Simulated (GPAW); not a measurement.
# Collinear magnetic orders of MnSi15 (Si32 Mn2 d4p50) with GPAW

Does MnSi15 (Si32 Mn2 d4p50) prefer parallel or opposed moments, or none?

Calculated with GPAW 26.7.0; PBE; plane waves with GPAW's PAW setups, scalar-relativistic.

**1. The structure**

The cell holds 32 atoms: 2 Mn and 30 Si. Its edges and angles: a = 10.862 Å, b = 10.862 Å, c = 5.431 Å, α = 90.0°, β = 90.0°, γ = 90.0°. substitutional dopants on the host's lattice, its constants typed without a cited source, atoms not relaxed.

The cell is a made-up one and need not be a known phase.

**2. Start 1: ferro ++**

Parallel moments need no larger cell; this start tests for a ferromagnetic state only.

order1.py reads:

```python
import json
import numpy as np
from ase import Atoms
from ase.parallel import paropen, parprint
from gpaw import GPAW

atoms = Atoms(['Mn', 'Si', 'Si', 'Mn', 'Si', 'Si', 'Si', 'Si', 'Si', 'Si', 'Si', 'Si', 'Si', 'Si', 'Si', 'Si', 'Si', 'Si', 'Si', 'Si', 'Si', 'Si', 'Si', 'Si', 'Si', 'Si', 'Si', 'Si', 'Si', 'Si', 'Si', 'Si'],
    cell=[[10.862, 0.0, 0.0],
         [0.0, 10.862, 0.0],
         [0.0, 0.0, 5.431]],
    scaled_positions=[[0.0, 0.0, 0.0],
         [0.125, 0.125, 0.25],
         [0.0, 0.25, 0.5],
         [0.125, 0.375, 0.75],
         [0.25, 0.0, 0.5],
         [0.375, 0.125, 0.75],
         [0.25, 0.25, 0.0],
         [0.375, 0.375, 0.25],
         [0.0, 0.5, 0.0],
         [0.125, 0.625, 0.25],
         [0.0, 0.75, 0.5],
         [0.125, 0.875, 0.75],
         [0.25, 0.5, 0.5],
         [0.375, 0.625, 0.75],
         [0.25, 0.75, 0.0],
         [0.375, 0.875, 0.25],
         [0.5, 0.0, 0.0],
         [0.625, 0.125, 0.25],
         [0.5, 0.25, 0.5],
         [0.625, 0.375, 0.75],
         [0.75, 0.0, 0.5],
         [0.875, 0.125, 0.75],
         [0.75, 0.25, 0.0],
         [0.875, 0.375, 0.25],
         [0.5, 0.5, 0.0],
         [0.625, 0.625, 0.25],
         [0.5, 0.75, 0.5],
         [0.625, 0.875, 0.75],
         [0.75, 0.5, 0.5],
         [0.875, 0.625, 0.75],
         [0.75, 0.75, 0.0],
         [0.875, 0.875, 0.25]],
    pbc=True,
    magmoms=[4.5, 0.0, 0.0, 4.5, 0.0, 0.0, 0.0, 0.0, 0.0, 0.0, 0.0, 0.0, 0.0, 0.0, 0.0, 0.0, 0.0, 0.0, 0.0, 0.0, 0.0, 0.0, 0.0, 0.0, 0.0, 0.0, 0.0, 0.0, 0.0, 0.0, 0.0, 0.0])
atoms.calc = GPAW(mode={'name': 'pw', 'ecut': 450},
    xc='PBE',
    kpts={'size': (3, 3, 5), 'gamma': True},
    occupations={'name': 'fermi-dirac', 'width': 0.05},
    convergence={'density': 1e-05, 'energy': 1e-05},
    maxiter=200,
    mixer={'name': 'pulay', 'beta': 0.05, 'nmaxold': 6, 'weight': 50},
    symmetry={'tolerance': 1e-4},
    txt='order1.txt')
e = atoms.get_potential_energy(force_consistent=True)
res = {'free_energy': e, 'energy_sigma0': atoms.get_potential_energy(), 'fermi_energy': atoms.calc.get_fermi_level()}
res['moments'] = atoms.get_magnetic_moments().tolist()
res['total'] = atoms.get_magnetic_moment()
parprint('site moments (muB):', np.round(res['moments'], 3))
parprint(f"total moment: {res['total']:.3f} muB")
parprint(f'free energy: {e:.6f} eV')
atoms.calc.write('order1.gpw')
with paropen('results.json', 'w') as f:
    json.dump(res, f)
```

Command:

```bash
> OMP_NUM_THREADS=1 mpirun -n 4 gpaw python order1.py > order1.log
```

Numbers of over 12 decimals in the logs are rounded to 6 here.

The log of the run:

```text
site moments (muB): [ 2.847e+00 -3.500e-02 -3.500e-02  2.847e+00  2.000e-03  3.000e-03
 -4.700e-02  7.000e-03 -4.800e-02  9.000e-03  9.000e-03 -4.800e-02
 -5.100e-02  3.000e-03 -0.000e+00 -3.000e-03 -5.000e-03 -3.000e-03
 -3.000e-03 -5.000e-03  7.000e-03 -4.700e-02  3.000e-03  2.000e-03
 -3.000e-03 -3.000e-03 -3.000e-03 -3.000e-03 -3.000e-03 -0.000e+00
  3.000e-03 -5.100e-02]
total moment: 5.975 muB
free energy: -176.972649 eV

--- order1.txt ---
Input parameters:
  mode=PW(ecut=450),
  convergence={'density': 1e-05, 'energy': 1e-05},
  kpts=MonkhorstPack(size=(3, 3, 5), gamma=True),
  maxiter=200,
  mixer=Pulay(name='pulay', nmaxold=6, beta=0.05, weight=50, sigma=0.015, g_ss=None),
  occupations=Occupations(name='fermi-dirac', width=0.05),
  symmetry=Symmetry(tolerance=0.0001),
  xc=XC(name='PBE')

Diagonalizing LCAO Hamiltonian
Converting LCAO to pw mode
        .--------------------------.
       /|                          |
      / |                          |
     /  |  Si           Si         |
    /   |      Si            Si    |
   /  Si|           Si             |
  /    Mn        Si  Si        Si  |
 *      .--Si------------Si--------.
 |     / Si Si        Si Si       /
 | Si /      Si Si         Si    /
 |   Si Si    Si  Si Si    Si   /
 |  /Si            Si          /
 | /     Si            Si     /
 |/                          /
 Mn------------Si-----------*

Atoms  # Å, Bohr magnetons
|    | symbol |        x |        y |        z |    initial magnetic moments |
|----|--------|----------|----------|----------|-----------------------------|
|  0 |     Mn | 0.000000 | 0.000000 | 0.000000 | ( 0.0000,  0.0000,  4.5000) |
|  1 |     Si | 1.357750 | 1.357750 | 1.357750 | ( 0.0000,  0.0000,  0.0000) |
|  2 |     Si | 0.000000 | 2.715500 | 2.715500 | ( 0.0000,  0.0000,  0.0000) |
|  3 |     Mn | 1.357750 | 4.073250 | 4.073250 | ( 0.0000,  0.0000,  4.5000) |
|  4 |     Si | 2.715500 | 0.000000 | 2.715500 | ( 0.0000,  0.0000,  0.0000) |
|  5 |     Si | 4.073250 | 1.357750 | 4.073250 | ( 0.0000,  0.0000,  0.0000) |
|  6 |     Si | 2.715500 | 2.715500 | 0.000000 | ( 0.0000,  0.0000,  0.0000) |
|  7 |     Si | 4.073250 | 4.073250 | 1.357750 | ( 0.0000,  0.0000,  0.0000) |
|  8 |     Si | 0.000000 | 5.431000 | 0.000000 | ( 0.0000,  0.0000,  0.0000) |
|  9 |     Si | 1.357750 | 6.788750 | 1.357750 | ( 0.0000,  0.0000,  0.0000) |
| 10 |     Si | 0.000000 | 8.146500 | 2.715500 | ( 0.0000,  0.0000,  0.0000) |
| 11 |     Si | 1.357750 | 9.504250 | 4.073250 | ( 0.0000,  0.0000,  0.0000) |
| 12 |     Si | 2.715500 | 5.431000 | 2.715500 | ( 0.0000,  0.0000,  0.0000) |
| 13 |     Si | 4.073250 | 6.788750 | 4.073250 | ( 0.0000,  0.0000,  0.0000) |
| 14 |     Si | 2.715500 | 8.146500 | 0.000000 | ( 0.0000,  0.0000,  0.0000) |
| 15 |     Si | 4.073250 | 9.504250 | 1.357750 | ( 0.0000,  0.0000,  0.0000) |
| 16 |     Si | 5.431000 | 0.000000 | 0.000000 | ( 0.0000,  0.0000,  0.0000) |
| 17 |     Si | 6.788750 | 1.357750 | 1.357750 | ( 0.0000,  0.0000,  0.0000) |
[...]
| 22 |     Si | 8.146500 | 2.715500 | 0.000000 | ( 0.0000,  0.0000,  0.0000) |
| 23 |     Si | 9.504250 | 4.073250 | 1.357750 | ( 0.0000,  0.0000,  0.0000) |
| 24 |     Si | 5.431000 | 5.431000 | 0.000000 | ( 0.0000,  0.0000,  0.0000) |
| 25 |     Si | 6.788750 | 6.788750 | 1.357750 | ( 0.0000,  0.0000,  0.0000) |
| 26 |     Si | 5.431000 | 8.146500 | 2.715500 | ( 0.0000,  0.0000,  0.0000) |
| 27 |     Si | 6.788750 | 9.504250 | 4.073250 | ( 0.0000,  0.0000,  0.0000) |
| 28 |     Si | 8.146500 | 5.431000 | 2.715500 | ( 0.0000,  0.0000,  0.0000) |
| 29 |     Si | 9.504250 | 6.788750 | 4.073250 | ( 0.0000,  0.0000,  0.0000) |
| 30 |     Si | 8.146500 | 8.146500 | 0.000000 | ( 0.0000,  0.0000,  0.0000) |
| 31 |     Si | 9.504250 | 9.504250 | 1.357750 | ( 0.0000,  0.0000,  0.0000) |

Unit cell  # Å
| periodic |         x |         y |        z |   lengths |    angles |
|----------|-----------|-----------|----------|-----------|-----------|
|      yes | 10.862000 |  0.000000 | 0.000000 | 10.862000 | 90.000000 |
|      yes |  0.000000 | 10.862000 | 0.000000 | 10.862000 | 90.000000 |
|      yes |  0.000000 |  0.000000 | 5.431000 |  5.431000 | 90.000000 |

Number of symmetries: 1

BZ-sampling:
  Number of BZ points: 45
  Number of IBZ points: 23

  Monkhorst-Pack size: [3, 3, 5]
  Monkhorst-Pack shift: [0, 0, 0]

K-points  # in reciprocal-cell coordinates
|     |                                coordinates |     weight |
|-----|--------------------------------------------|------------|
|   0 | (  0.00000000,   0.00000000,   0.00000000) | 0.02222222 |
|   1 | (  0.00000000,   0.00000000,   0.20000000) | 0.04444444 |
|   2 | (  0.00000000,   0.00000000,   0.40000000) | 0.04444444 |
|   3 | (  0.00000000,   0.33333333,  -0.40000000) | 0.04444444 |
|   4 | (  0.00000000,   0.33333333,  -0.20000000) | 0.04444444 |
|   5 | (  0.00000000,   0.33333333,   0.00000000) | 0.04444444 |
|   6 | (  0.00000000,   0.33333333,   0.20000000) | 0.04444444 |
|   7 | (  0.00000000,   0.33333333,   0.40000000) | 0.04444444 |
|   8 | (  0.33333333,  -0.33333333,  -0.40000000) | 0.04444444 |
|   9 | (  0.33333333,  -0.33333333,  -0.20000000) | 0.04444444 |
| ... |                                            |            |
|  22 | (  0.33333333,   0.33333333,   0.40000000) | 0.04444444 |

Plane wave coefficients: 13930
Cutoff: 450.000000 eV

Spin-components: 2 (collinear spins)
Bands:           100
Projectors:      162
Spin-degeneracy: 1
Datatype:        complex128

Parallelization:
  kpt:    4
  domain: 1
  band:   1

Density:
  Valence electrons: 150.0
  Components: 2
  Grid points: [54 54 27]
  Charge: 0.0  # |e|

Potential:
  Grid points: [54 54 27]

species:
  Mn:
    name:    Manganese
    Z:       25.0
    valence: 15
    core:    10
    charge:  0.0  # [|e|]
    compensation charges:
      type: gauss
      rc: 0.38  # [Å]
      lmax: 2
    cutoffs:
      filter: 2.14  # [Å]
      core: 0.86  # [Å]
    projectors
    | kind |    occ | energy [eV] | rcut [Å] |
    |------|--------|-------------|----------|
    |   3s |  2.000 |     -85.859 |    1.275 |
    |   4s |  2.000 |      -5.106 |    1.275 |
    |   3p |  6.000 |     -54.597 |    1.281 |
    |   4p |  0.000 |      -1.371 |    1.281 |
    |   3d |  5.000 |      -6.771 |    1.138 |
    |    d |        |      20.441 |    1.138 |

    Using partial waves for Mn as LCAO basis

  Si:
    name:    Silicon
    Z:       14.0
    valence: 4
    core:    10
    charge:  0.0  # [|e|]
    compensation charges:
      type: gauss
      rc: 0.33  # [Å]
      lmax: 2
    cutoffs:
      filter: 1.86  # [Å]
      core: 2.06  # [Å]
    projectors
    | kind |    occ | energy [eV] | rcut [Å] |
    |------|--------|-------------|----------|
    |   3s |  2.000 |     -10.812 |    1.058 |
    |   3p |  2.000 |      -4.081 |    1.058 |
    |    s |        |      16.399 |    1.058 |
    |    p |        |      23.130 |    1.058 |
    |    d |        |       0.000 |    1.058 |

    Using partial waves for Si as LCAO basis

Reference energy: -299618.503652  # eV

eigensolver:
  PPCG
  Converge bands: occupied
  niter=2

density mixing:
  Pulay-Mixer
  Linear mixing parameters: 0.05
  Old densities: 6
  Fourier metric: weight=50, sigma=0.015

occupation numbers:
  Fermi-Dirac:
    width: 0.0500  # eV

poisson solver:
  ecut: 3600.000000  # eV

xc functional:
  name: PBE with 2 nearest neighbor stencil

convergence criteria:
- Maximum integral of absolute [dens]ity change: 1e-05 electrons / valence electron
- Maximum [total energy] change in last 3 cyles: 1e-05 eV / valence electron
- Maximum integral of absolute [eigenst]ate change: 4e-08 eV^2 / valence electron
maximum number of iterations: 200

SCF iterations
|iter     |      energy | eigst |  dens |  magmom |
|---------|-------------|-------|-------|---------|
|iter:   1|       0s | -177.429460 | +0.30 |       |  +9.0228|
|iter:   2|      27s | -177.381400 | -1.03 | -0.82 |  +8.8690|
|iter:   3|      54s | -177.156645 | -2.11 | -0.86 |  +8.6305|
|iter:   4|      81s | -177.009061 | -1.10 | -0.90 |  +6.4252|
|iter:   5|     108s | -176.821133 | -2.03 | -1.57 |  +6.5497|
|iter:   6|     135s | -176.925015 | -2.68 | -1.60 |  +6.2149|
|iter:   7|     162s | -176.894814 | -3.39 | -1.75 |  +6.2726|
|iter:   8|     189s | -176.942709 | -2.81 | -1.81 |  +5.9681|
|iter:   9|     216s | -176.936454 | -3.74 | -2.16 |  +6.0009|
|iter:  10|     243s | -176.946223 | -3.24 | -2.34 |  +5.9639|
[... 15 iterations left out ...]
|iter:  26|     663s | -176.948640c| -7.52c| -4.20 |  +5.9750|
|iter:  27|     677s | -176.948640c| -7.68c| -4.30 |  +5.9750|
|iter:  28|     690s | -176.948640c| -8.04c| -4.35 |  +5.9750|
|iter:  29|     704s | -176.948640c| -8.00c| -4.39 |  +5.9749|
|iter:  30|     717s | -176.948640c| -7.78c| -4.49 |  +5.9750|
|iter:  31|     730s | -176.948639c| -7.98c| -4.64 |  +5.9750|
|iter:  32|     744s | -176.948639c| -8.09c| -4.75 |  +5.9750|
|iter:  33|     757s | -176.948639c| -8.22c| -4.84 |  +5.9750|
|iter:  34|     771s | -176.948638c| -8.18c| -4.98 |  +5.9750|
|iter:  35|     784s | -176.948638c| -8.52c| -5.17c|  +5.9750|

Converged in 35 steps
Energy contributions relative to reference atoms: (reference = -299618.503652)

Energy contributions:
  Kinetic:         241.123212
  Coulomb:        -211.210351
  Zero:              0.008590
  External:          0.000000
  Xc:             -206.846078
  Entropy:          -0.048021
  Spinorbit:         0.000000
  ----------------------------
  Free energy:    -176.972649
  Extrapolated:   -176.948638

dipole moment: (-95.202754, -95.337038, -94.996686)  # |e|*Ang

Total magnetic moment: (0.000000, 0.000000, 5.974965)

Local magnetic moments
|        x |        y |         z |
|----------|----------|-----------|
| 0.000000 | 0.000000 |  2.847142 |  # Mn   0
| 0.000000 | 0.000000 | -0.035424 |  # Si   1
| 0.000000 | 0.000000 | -0.035424 |  # Si   2
| 0.000000 | 0.000000 |  2.847143 |  # Mn   3
| 0.000000 | 0.000000 |  0.002172 |  # Si   4
| 0.000000 | 0.000000 |  0.003085 |  # Si   5
| 0.000000 | 0.000000 | -0.047225 |  # Si   6
| 0.000000 | 0.000000 |  0.007022 |  # Si   7
| 0.000000 | 0.000000 | -0.048462 |  # Si   8
| 0.000000 | 0.000000 |  0.008640 |  # Si   9
| 0.000000 | 0.000000 |  0.008640 |  # Si  10
| 0.000000 | 0.000000 | -0.048462 |  # Si  11
| 0.000000 | 0.000000 | -0.050719 |  # Si  12
| 0.000000 | 0.000000 |  0.002880 |  # Si  13
| 0.000000 | 0.000000 | -0.000241 |  # Si  14
| 0.000000 | 0.000000 | -0.003419 |  # Si  15
[...]
| 0.000000 | 0.000000 |  0.003085 |  # Si  22
| 0.000000 | 0.000000 |  0.002172 |  # Si  23
| 0.000000 | 0.000000 | -0.002737 |  # Si  24
| 0.000000 | 0.000000 | -0.002773 |  # Si  25
| 0.000000 | 0.000000 | -0.002773 |  # Si  26
| 0.000000 | 0.000000 | -0.002737 |  # Si  27
| 0.000000 | 0.000000 | -0.003419 |  # Si  28
| 0.000000 | 0.000000 | -0.000241 |  # Si  29
| 0.000000 | 0.000000 |  0.002880 |  # Si  30
| 0.000000 | 0.000000 | -0.050719 |  # Si  31

Fermi level: 5.363
Eigenvalues  # (at kpt = [0.000, 0.000, 0.000])
| band index |      eig [eV] | occ [0-1] |      eig [eV] | occ [0-1] |
|------------|---------------|-----------|---------------|-----------|
|          0 |       -75.256 |     1.000 |       -72.120 |     1.000 |
|        ... |               |           |               |           |
|         67 |         3.505 |     1.000 |         4.094 |     1.000 |
|         68 |         3.559 |     1.000 |         4.176 |     1.000 |
|         69 |         3.568 |     1.000 |         4.674 |     1.000 |
|         70 |         3.656 |     1.000 |         4.741 |     1.000 |
|         71 |         3.793 |     1.000 |         4.755 |     1.000 |
|         72 |         4.030 |     1.000 |         5.482 |     0.085 |
|         73 |         4.060 |     1.000 |         5.492 |     0.070 |
|         74 |         4.188 |     1.000 |         5.547 |     0.024 |
|         75 |         4.505 |     1.000 |         5.668 |     0.002 |
|         76 |         4.832 |     1.000 |         5.940 |     0.000 |
|         77 |         5.444 |     0.164 |         6.137 |     0.000 |
|         78 |         5.605 |     0.008 |         6.248 |     0.000 |
|         79 |         6.073 |     0.000 |         6.290 |     0.000 |
|         80 |         6.140 |     0.000 |         6.377 |     0.000 |
|         81 |         6.155 |     0.000 |         6.451 |     0.000 |
|        ... |               |           |               |           |
|         99 |         8.617 |     0.000 |         8.682 |     0.000 |

No gap
No difference between direct/indirect transitions
```

Run time: 14 min. Hardware: 4 MPI ranks of Intel Xeon Platinum 8488C (Sapphire Rapids), shared host; peak memory 2.8 GiB.

Spin moment in the augmentation sphere by element, in μB:

```tsv
element	atoms	mean	spread (r.m.s.)	least	largest
Mn	2	2.85	0.00	2.85	2.85
Si	30	-0.01	0.02	-0.05	0.01
```

The atoms farthest from the mean of their element:

```tsv
atom	x, y, z (Å)	spin moment in the augmentation sphere (μB)
Si13	2.72, 5.43, 2.72	-0.05
Si32	9.50, 9.50, 1.36	-0.05
Si12	1.36, 9.50, 4.07	-0.05
Si9	0.00, 5.43, 0.00	-0.05
Si22	9.50, 1.36, 4.07	-0.05
Si7	2.72, 2.72, 0.00	-0.05
Si3	0.00, 2.72, 2.72	-0.04
Si2	1.36, 1.36, 1.36	-0.04
```

Read from the output:

| Item | Value |
| --- | --- |
| magnetization | 5.975 μB |
| final state | ferromagnetic |

After 35 cycles the largest moment stands at 2.85 μB.

(Part 1 of 2 ends here.)

[Logs and program files are shortened in this print: banners, set-up blocks, solver, clock and traceback lines can be left out without a mark of their own.]

[Logs are printed without paths, hosts, clocks, repeated set-up lines and the standing remarks that a program may print on its own settings, such as how far it seeks lower states.]

[Hosts, paths, dates, database ids (printed as entryN), source tags and the programs' standing remarks are cut or masked in the printed files.]

[Where a cell is said to come from a database of computed structures, the database is the Materials Project.]
